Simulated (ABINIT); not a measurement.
# SrSiS3 (Pm-3m): zone-centre phonons

Which modes does SrSiS3 (Pm-3m) have at the zone centre?

Program: ABINIT 10.8.3. Level of theory: DFT LDA, scalar-relativistic, plane waves, PseudoDojo norm-conserving pseudopotentials. Results are calculated unless marked as measured.

The structure was built from a prototype and need not be the compound's stable phase.

## Step 1: Starting point

Symmetry: Pm-3m, No. 221, cubic system. The conventional cell has a = 4.346 Å, b = 4.346 Å, c = 4.346 Å, α = 90.00°, β = 90.00°, γ = 90.00°. Nearest to Sr lie 12 S at 3.07 Å and 8 Si at 3.76 Å. Nearest to Si lie 6 S at 2.17 Å and 8 Sr at 3.76 Å. Nearest to S lie 2 Si at 2.17 Å and 4 Sr at 3.07 Å. Farther neighbours and most contacts between anions are not listed.

## Step 2: A first look

A first run with smearing and empty bands tells whether the crystal has a gap, which decides between fixed occupations and smearing later on.

File probe.abi:

```
# ground state
tolvrs 1.0d-08
prtden 1
prtwf 1

# basis, mesh and filling
ecut 28.0
ngkpt 4 4 4
nshiftk 1
shiftk 0.0 0.0 0.0
istwfk *1
occopt 7
tsmear 0.005
nband 24
nstep 100
diemac 9.0
prtebands 0
prtgsr 0

# cell and atoms
acell 3*1.0 Angstrom
rprim 
    4.3456 0.0 0.0
    0.0 4.3456 0.0
    0.0 0.0 4.3456
ntypat 3
znucl 38 14 16
natom 5
typat 1 2 3 3 3
xred 
    0.0 0.0 0.0
    0.5 0.5 0.5
    0.5 0.5 0.0
    0.5 0.0 0.5
    0.0 0.5 0.5
pp_dirpath "./pseudo"
pseudos "Sr.upf, Si.upf, S.upf"
```

On the command line:

```bash
> OMP_NUM_THREADS=1 mpirun -n 4 abinit probe.abi > probe.log
```

Numbers of over 12 decimals in the logs are rounded to 6 here.

probe.abo, the main output file:

```text
[banners, grids, parts of the stress and lines that vanish by symmetry left out]
- input  file    -> probe.abi
- output file    -> probe.abo
- root for input  files -> probei
[...]
Symmetries : space group Pm -3 m (#221); Bravais cP (primitive cubic)
[...]
mpw =        3952          nfft =       64000          nkpt =          10
[...]
== DATASET  1 ==================================================================
[...]
cutoff_energies: {ecut:  28.0, pawecutdg:  -1.0, }
[...]
ETOT  1  -71.825492425218    -7.183E+01 3.231E-02 5.746E+01
 ETOT  2  -71.862068967212    -3.658E-02 9.176E-03 1.523E+01
 ETOT  3  -71.867524980283    -5.456E-03 3.821E-03 6.403E-01
 ETOT  4  -71.867678520815    -1.535E-04 1.522E-03 3.443E-02
 ETOT  5  -71.867688298700    -9.778E-06 1.070E-03 7.310E-04
 ETOT  6  -71.867688457493    -1.588E-07 2.830E-04 2.122E-06
 ETOT  7  -71.867688457721    -2.279E-10 2.676E-04 5.470E-07
 ETOT  8  -71.867688457835    -1.142E-10 1.204E-04 3.203E-10
 At SCF step    8       vres2   =  3.20E-10 < tolvrs=  1.00E-08 =>converged.
[...]
sigma(1 1)= -5.82205435E-04  sigma(3 2)=  0.00000000E+00
  sigma(2 2)= -5.82205435E-04  sigma(3 1)=  0.00000000E+00
  sigma(3 3)= -5.82205435E-04  sigma(2 1)=  0.00000000E+00
[...]
convergence: {deltae: -1.142E-10, res2:  3.203E-10, residm:  1.204E-04, diffor: null, }
etotal    :  -7.18676885E+01
[...]
sigma(1 1)= -5.82205435E-04  sigma(3 2)=  0.00000000E+00
  sigma(2 2)= -5.82205435E-04  sigma(3 1)=  0.00000000E+00
  sigma(3 3)= -5.82205435E-04  sigma(2 1)=  0.00000000E+00
[...]
- sigma(1 1)= -1.71290753E+01  sigma(3 2)=  0.00000000E+00
- sigma(2 2)= -1.71290753E+01  sigma(3 1)=  0.00000000E+00
- sigma(3 3)= -1.71290753E+01  sigma(2 1)=  0.00000000E+00
[...]
fcart     -0.0000000000E+00 -0.0000000000E+00 -0.0000000000E+00
           strten     -5.8220543512E-04 -5.8220543512E-04 -5.8220543512E-04
================================================================================

[key lines of the parts left out:]
pressure_GPa:   1.7129E+01
```

Wall time 12 s (4 MPI ranks of Arm Neoverse V1, shared host); 48 s of CPU time.

Read from the output:

| Quantity | Value |
| --- | --- |
| volume per atom | 16.41 Å³ |
| pressure | 17.13 GPa |
| gap on the k-mesh | 0 eV |

No gap opens on this mesh, so smearing is kept; the printed pressure holds the stress of the finite basis too.

## Step 3: Rough relaxation

The typed start is rough, so a first relaxation with smearing and loose thresholds takes it towards rest cheaply.

File prerelax.abi:

```
# relaxation
ionmov 2
optcell 2
dilatmx 1.15
chkdilatmx 0
ntime 40
tolmxf 3.0d-04
tolvrs 1.0d-10
prtwf 0
prtden 0
chksymtnons 0

# basis, mesh and filling
ecut 29.0
ecutsm 3.0
ngkpt 4 4 4
nshiftk 1
shiftk 0.0 0.0 0.0
istwfk *1
occopt 7
tsmear 0.005
nband 24
nstep 100
diemac 1000000.0
prtebands 0
prtgsr 0

# cell and atoms
acell 3*1.0 Angstrom
rprim 
    4.3456 0.0 0.0
    0.0 4.3456 0.0
    0.0 0.0 4.3456
ntypat 3
znucl 38 14 16
natom 5
typat 1 2 3 3 3
xred 
    0.0 0.0 0.0
    0.5 0.5 0.5
    0.5 0.5 0.0
    0.5 0.0 0.5
    0.0 0.5 0.5
pp_dirpath "./pseudo"
pseudos "Sr.upf, Si.upf, S.upf"
```

On the command line:

```bash
> OMP_NUM_THREADS=1 mpirun -n 4 abinit prerelax.abi > prerelax.log
```

prerelax.abo, the main output file:

```text
[banners, grids, parts of the stress and lines that vanish by symmetry left out]
- input  file    -> prerelax.abi
- output file    -> prerelax.abo
- root for input  files -> prerelaxi
[...]
Symmetries : space group Pm -3 m (#221); Bravais cP (primitive cubic)
[...]
mpw =        6355          nfft =      110592          nkpt =          10
[...]
== DATASET  1 ==================================================================
[...]
cutoff_energies: {ecut:  29.0, pawecutdg:  -1.0, }
[...]
ETOT  1  -71.826160927339    -7.183E+01 2.524E-02 1.042E+02
 ETOT  2  -71.863803486175    -3.764E-02 1.180E-02 1.735E+01
 ETOT  3  -71.867472960961    -3.669E-03 3.091E-03 7.446E-01
 ETOT  4  -71.867578512313    -1.056E-04 1.426E-03 2.011E-02
 ETOT  5  -71.867581515699    -3.003E-06 7.097E-04 9.126E-04
[...]
At SCF step    9       vres2   =  3.69E-12 < tolvrs=  1.00E-10 =>converged.
[...]
ETOT  8  -71.891314973827    -4.277E-12 9.818E-08 8.138E-13
 At SCF step    8       vres2   =  8.14E-13 < tolvrs=  1.00E-10 =>converged.
[...]
sigma(1 1)= -1.77031577E-07  sigma(3 2)=  0.00000000E+00
  sigma(2 2)= -1.77031577E-07  sigma(3 1)=  0.00000000E+00
  sigma(3 3)= -1.77031577E-07  sigma(2 1)=  0.00000000E+00
[...]
convergence: {deltae: -4.277E-12, res2:  8.138E-13, residm:  9.818E-08, diffor: null, }
etotal    :  -7.18913150E+01
[...]
At Broyd/MD step   5, gradients are converged :
[...]
sigma(1 1)= -1.77031577E-07  sigma(3 2)=  0.00000000E+00
  sigma(2 2)= -1.77031577E-07  sigma(3 1)=  0.00000000E+00
  sigma(3 3)= -1.77031577E-07  sigma(2 1)=  0.00000000E+00
[...]
- sigma(1 1)= -5.20844881E-03  sigma(3 2)=  0.00000000E+00
- sigma(2 2)= -5.20844881E-03  sigma(3 1)=  0.00000000E+00
- sigma(3 3)= -5.20844881E-03  sigma(2 1)=  0.00000000E+00
[...]
fcart     -0.0000000000E+00 -0.0000000000E+00 -0.0000000000E+00
           strten     -1.7703157667E-07 -1.7703157667E-07 -1.7703157667E-07
================================================================================

[key lines of the parts left out:]
pressure_GPa:   5.2084E-03
Total energy (etotal) [Ha]= -7.18913149738273E+01
```

It took 79 s on 4 MPI ranks; 5.3 min of CPU time.

The steps of the relaxation:

```
step  energy less that of the first step (eV)  largest force (eV/Å)  volume (Å³)
   1                                   0.0000                0.0000        82.06
   2                                  -0.3759                0.0000        86.49
   3                                  -0.6373                0.0000        94.03
   4                                  -0.6457                0.0000        95.58
   5                                  -0.6458                0.0000        95.81
```

```
conventional cell, symmetrised  before  after   change
                         a (Å)   4.346  4.576   +5.3 %
                         b (Å)   4.346  4.576   +5.3 %
                         c (Å)   4.346  4.576   +5.3 %
              volume (Å³/atom)   16.41  19.16  +16.7 %
```

The relaxed structure:

```xyz
5
Lattice="4.5758 0.0000 0.0000 0.0000 4.5758 0.0000 0.0000 0.0000 4.5758" Properties=species:S:1:pos:R:3 pbc="T T T"
Sr    0.0000    0.0000    0.0000
Si    2.2879    2.2879    2.2879
S     2.2879    2.2879    0.0000
S     2.2879    0.0000    2.2879
S     0.0000    2.2879    2.2879
```

Read from the output:

```yaml
volume_per_atom: 19.16 Å³
pressure: 0.005208 GPa
```

The volume changes by +16.7 % in this run and stands +16.7 % from the first cell.

## Step 4: Rough relaxation

The cell changed much, so the rough relaxation is repeated on a basis made for the new cell.

prerelax.abi: that of step 3 with these lines changed.

```diff
@@ -30,5 +30,5 @@
 rprim 
-    4.3456 0.0 0.0
-    0.0 4.3456 0.0
-    0.0 0.0 4.3456
+    4.575786654 0.0 0.0
+    0.0 4.575786654 0.0
+    0.0 0.0 4.575786654
 ntypat 3
```

prerelax.abo, the main output file:

```text
[banners, grids, parts of the stress and lines that vanish by symmetry left out]
- input  file    -> prerelax.abi
- output file    -> prerelax.abo
- root for input  files -> prerelaxi
[...]
Symmetries : space group Pm -3 m (#221); Bravais cP (primitive cubic)
[...]
mpw =        7400          nfft =      125000          nkpt =          10
[...]
== DATASET  1 ==================================================================
[...]
cutoff_energies: {ecut:  29.0, pawecutdg:  -1.0, }
[...]
ETOT  1  -71.836073143701    -7.184E+01 3.410E-02 1.533E+02
 ETOT  2  -71.878179035580    -4.211E-02 1.175E-02 6.707E+01
 ETOT  3  -71.890953330164    -1.277E-02 2.248E-03 2.142E+00
 ETOT  4  -71.891313237679    -3.599E-04 1.424E-03 2.634E-02
 ETOT  5  -71.891313673529    -4.359E-07 1.284E-03 1.031E-02
[...]
ETOT  9  -71.891314971733    -3.908E-12 2.941E-04 1.702E-10
 ETOT 10  -71.891314971732     1.165E-12 1.230E-04 5.176E-13
 At SCF step   10       vres2   =  5.18E-13 < tolvrs=  1.00E-10 =>converged.
[...]
sigma(1 1)= -1.77015318E-07  sigma(3 2)=  0.00000000E+00
  sigma(2 2)= -1.77015318E-07  sigma(3 1)=  0.00000000E+00
  sigma(3 3)= -1.77015318E-07  sigma(2 1)=  0.00000000E+00
[...]
convergence: {deltae:  1.165E-12, res2:  5.176E-13, residm:  1.230E-04, diffor: null, }
etotal    :  -7.18913150E+01
[...]
At Broyd/MD step   1, gradients are converged :
[...]
sigma(1 1)= -1.77015318E-07  sigma(3 2)=  0.00000000E+00
  sigma(2 2)= -1.77015318E-07  sigma(3 1)=  0.00000000E+00
  sigma(3 3)= -1.77015318E-07  sigma(2 1)=  0.00000000E+00
[...]
- sigma(1 1)= -5.20797046E-03  sigma(3 2)=  0.00000000E+00
- sigma(2 2)= -5.20797046E-03  sigma(3 1)=  0.00000000E+00
- sigma(3 3)= -5.20797046E-03  sigma(2 1)=  0.00000000E+00
[...]
fcart     -0.0000000000E+00 -0.0000000000E+00 -0.0000000000E+00
           strten     -1.7701531812E-07 -1.7701531812E-07 -1.7701531811E-07
================================================================================

[key lines of the parts left out:]
pressure_GPa:   5.2080E-03
Total energy (etotal) [Ha]= -7.18913149717322E+01
```

Wall time 24 s (4 MPI ranks); 97 s of CPU time.

Little changed from the start: no atom moved by 0.005 Å and no cell edge by 0.1 %.

The volume changes by +0.0 % in this run and stands +16.7 % from the first cell.

## Step 5: Relaxing the cell and atoms

The harmonic expansion needs vanishing forces, and a free crystal bears no stress, so cell and atoms are brought to rest. Stress is more sensitive to the basis than forces are: the last 3 Ha under the cutoff are smoothed with ecutsm, and the cutoff is raised above that of the later runs.

File relax.abi:

```
# relaxation
ionmov 2
optcell 2
dilatmx 1.08
ntime 40
tolmxf 1.0d-05
tolvrs 1.0d-14
prtwf 0
prtden 0
chksymtnons 0

# basis, mesh and filling
ecut 35.0
ecutsm 3.0
ngkpt 6 6 6
nshiftk 1
shiftk 0.0 0.0 0.0
istwfk *1
occopt 7
tsmear 0.01
nband 24
nstep 100
diemac 1000000.0
prtebands 0
prtgsr 0

# cell and atoms
acell 3*1.0 Angstrom
rprim 
    4.575786657 0.0 0.0
    0.0 4.575786657 0.0
    0.0 0.0 4.575786657
ntypat 3
znucl 38 14 16
natom 5
typat 1 2 3 3 3
xred 
    0.0 0.0 0.0
    0.5 0.5 0.5
    0.5 0.5 0.0
    0.5 0.0 0.5
    0.0 0.5 0.5
pp_dirpath "./pseudo"
pseudos "Sr.upf, Si.upf, S.upf"
```

On the command line:

```bash
> OMP_NUM_THREADS=1 mpirun -n 4 abinit relax.abi > relax.log
```

relax.abo, the main output file:

```text
[banners, grids, parts of the stress and lines that vanish by symmetry left out]
- input  file    -> relax.abi
- output file    -> relax.abo
- root for input  files -> relaxi
[...]
Symmetries : space group Pm -3 m (#221); Bravais cP (primitive cubic)
[...]
mpw =        8121          nfft =      125000          nkpt =          20
[...]
== DATASET  1 ==================================================================
[...]
cutoff_energies: {ecut:  35.0, pawecutdg:  -1.0, }
[...]
ETOT  1  -71.834703381393    -7.183E+01 4.595E-02 1.689E+02
 ETOT  2  -71.881367112040    -4.666E-02 1.063E-02 5.938E+01
 ETOT  3  -71.892562807168    -1.120E-02 4.160E-03 2.436E-01
 ETOT  4  -71.892588699474    -2.589E-05 1.252E-03 1.775E-02
 ETOT  5  -71.892589891886    -1.192E-06 1.731E-03 8.871E-04
[...]
At SCF step   11       vres2   =  4.11E-15 < tolvrs=  1.00E-14 =>converged.
[...]
sigma(1 1)= -2.48713217E-06  sigma(3 2)=  0.00000000E+00
  sigma(2 2)= -2.48713217E-06  sigma(3 1)=  0.00000000E+00
  sigma(3 3)= -2.48713217E-06  sigma(2 1)=  0.00000000E+00
[...]
convergence: {deltae: -9.805E-13, res2:  4.111E-15, residm:  6.914E-04, diffor: null, }
etotal    :  -7.18925900E+01
[...]
ETOT  1  -71.892590214118    -7.189E+01 4.238E-04 5.276E-04
[...]
At SCF step    8       vres2   =  5.41E-15 < tolvrs=  1.00E-14 =>converged.
[...]
sigma(1 1)= -1.87371943E-06  sigma(3 2)=  0.00000000E+00
  sigma(2 2)= -1.87371943E-06  sigma(3 1)=  0.00000000E+00
  sigma(3 3)= -1.87371943E-06  sigma(2 1)=  0.00000000E+00
[...]
convergence: {deltae:  1.052E-12, res2:  5.413E-15, residm:  1.721E-05, diffor: null, }
etotal    :  -7.18925903E+01
[...]
ETOT  1  -71.892590183300    -7.189E+01 1.225E-05 4.933E-03
[...]
ETOT  8  -71.892590683405     7.105E-13 8.808E-06 5.433E-14
 ETOT  9  -71.892590683406    -7.816E-13 5.144E-06 1.168E-15
 At SCF step    9       vres2   =  1.17E-15 < tolvrs=  1.00E-14 =>converged.
[...]
sigma(1 1)= -2.34291500E-09  sigma(3 2)=  0.00000000E+00
  sigma(2 2)= -2.34291500E-09  sigma(3 1)=  0.00000000E+00
  sigma(3 3)= -2.34291500E-09  sigma(2 1)=  0.00000000E+00
[...]
convergence: {deltae: -7.816E-13, res2:  1.168E-15, residm:  5.144E-06, diffor: null, }
etotal    :  -7.18925907E+01
[...]
At Broyd/MD step   3, gradients are converged :
[...]
sigma(1 1)= -2.34291500E-09  sigma(3 2)=  0.00000000E+00
  sigma(2 2)= -2.34291500E-09  sigma(3 1)=  0.00000000E+00
  sigma(3 3)= -2.34291500E-09  sigma(2 1)=  0.00000000E+00
[...]
- sigma(1 1)= -6.89309392E-05  sigma(3 2)=  0.00000000E+00
- sigma(2 2)= -6.89309392E-05  sigma(3 1)=  0.00000000E+00
- sigma(3 3)= -6.89309392E-05  sigma(2 1)=  0.00000000E+00
[...]
fcart     -0.0000000000E+00 -0.0000000000E+00 -0.0000000000E+00
           strten     -2.3429150026E-09 -2.3429150026E-09 -2.3429150018E-09
================================================================================

[key lines of the parts left out:]
pressure_GPa:   6.8931E-05
Total energy (etotal) [Ha]= -7.18925906834062E+01
```

Wall time 1.8 min (4 MPI ranks).

Little changed from the start: no atom moved by 0.005 Å and no cell edge by 0.1 %.

Numbers from this step:

* volume per atom: 19.18 Å³
* pressure: 6.89e-5 GPa

The volume changes by +0.1 % in this run and stands +16.9 % from the first cell.

## Step 6: Ground state

The response is built on these wavefunctions, so the potential is converged far more tightly than an energy would need. Smearing stays on, as the first look found no gap above 0.3 eV.

File gs.abi:

```
# ground state
tolvrs 1.0d-16
prtden 1
prtwf 1

# basis, mesh and filling
ecut 28.0
ngkpt 6 6 6
nshiftk 1
shiftk 0.0 0.0 0.0
istwfk *1
occopt 7
tsmear 0.01
nband 24
nstep 100
diemac 1000000.0
prtebands 0
prtgsr 0

# cell and atoms
acell 3*1.0 Angstrom
rprim 
    4.577171913 0.0 0.0
    0.0 4.577171913 0.0
    0.0 0.0 4.577171913
ntypat 3
znucl 38 14 16
natom 5
typat 1 2 3 3 3
xred 
    0.0 0.0 0.0
    0.5 0.5 0.5
    0.5 0.5 0.0
    0.5 0.0 0.5
    0.0 0.5 0.5
pp_dirpath "./pseudo"
pseudos "Sr.upf, Si.upf, S.upf"
```

On the command line:

```bash
> OMP_NUM_THREADS=1 mpirun -n 4 abinit gs.abi > gs.log
```

gs.abo, the main output file:

```text
[banners, grids, parts of the stress and lines that vanish by symmetry left out]
- input  file    -> gs.abi
- output file    -> gs.abo
- root for input  files -> gsi
[...]
Symmetries : space group Pm -3 m (#221); Bravais cP (primitive cubic)
[...]
mpw =        4632          nfft =       91125          nkpt =          20
[...]
== DATASET  1 ==================================================================
[...]
cutoff_energies: {ecut:  28.0, pawecutdg:  -1.0, }
[...]
ETOT  1  -71.837760994370    -7.184E+01 3.461E-02 1.218E+02
 ETOT  2  -71.881541588046    -4.378E-02 5.151E-03 4.143E+01
 ETOT  3  -71.892188719372    -1.065E-02 3.333E-03 1.760E-01
 ETOT  4  -71.892217062656    -2.834E-05 1.373E-03 1.277E-02
 ETOT  5  -71.892218297718    -1.235E-06 1.251E-03 5.278E-04
[...]
ETOT 11  -71.892218347838     1.137E-13 4.601E-04 1.469E-15
 ETOT 12  -71.892218347842    -3.993E-12 2.301E-04 9.302E-18
 At SCF step   12       vres2   =  9.30E-18 < tolvrs=  1.00E-16 =>converged.
[...]
sigma(1 1)=  5.99536604E-06  sigma(3 2)=  0.00000000E+00
  sigma(2 2)=  5.99536604E-06  sigma(3 1)=  0.00000000E+00
  sigma(3 3)=  5.99536604E-06  sigma(2 1)=  0.00000000E+00
[...]
convergence: {deltae: -3.993E-12, res2:  9.302E-18, residm:  2.301E-04, diffor: null, }
etotal    :  -7.18922183E+01
[...]
sigma(1 1)=  5.99536604E-06  sigma(3 2)=  0.00000000E+00
  sigma(2 2)=  5.99536604E-06  sigma(3 1)=  0.00000000E+00
  sigma(3 3)=  5.99536604E-06  sigma(2 1)=  0.00000000E+00
[...]
- sigma(1 1)=  1.76389759E-01  sigma(3 2)=  0.00000000E+00
- sigma(2 2)=  1.76389759E-01  sigma(3 1)=  0.00000000E+00
- sigma(3 3)=  1.76389759E-01  sigma(2 1)=  0.00000000E+00
[...]
fcart     -0.0000000000E+00 -0.0000000000E+00 -0.0000000000E+00
           strten      5.9953660415E-06  5.9953660415E-06  5.9953660415E-06
================================================================================

[key lines of the parts left out:]
pressure_GPa:  -1.7639E-01
```

Run time: 32 s. Hardware: 4 MPI ranks; 2.1 min of CPU time.

This step gave:

```
pressure : -0.1764 GPa
```

The cell stands at -0.18 GPa: the relaxation ran with a smoothed and higher cutoff, and the difference is a stress of the finite basis.

(Continued in part 2 of 3.)

[Host names and launcher messages were left out of these logs when they were recorded.]

[Logs are printed without paths, hosts, clocks, repeated set-up lines and the standing remarks that a program may print on its own settings, such as how far it seeks lower states.]

[Hosts, paths, dates, database ids (printed as entryN), source tags and the programs' standing remarks are cut or masked in the printed files.]
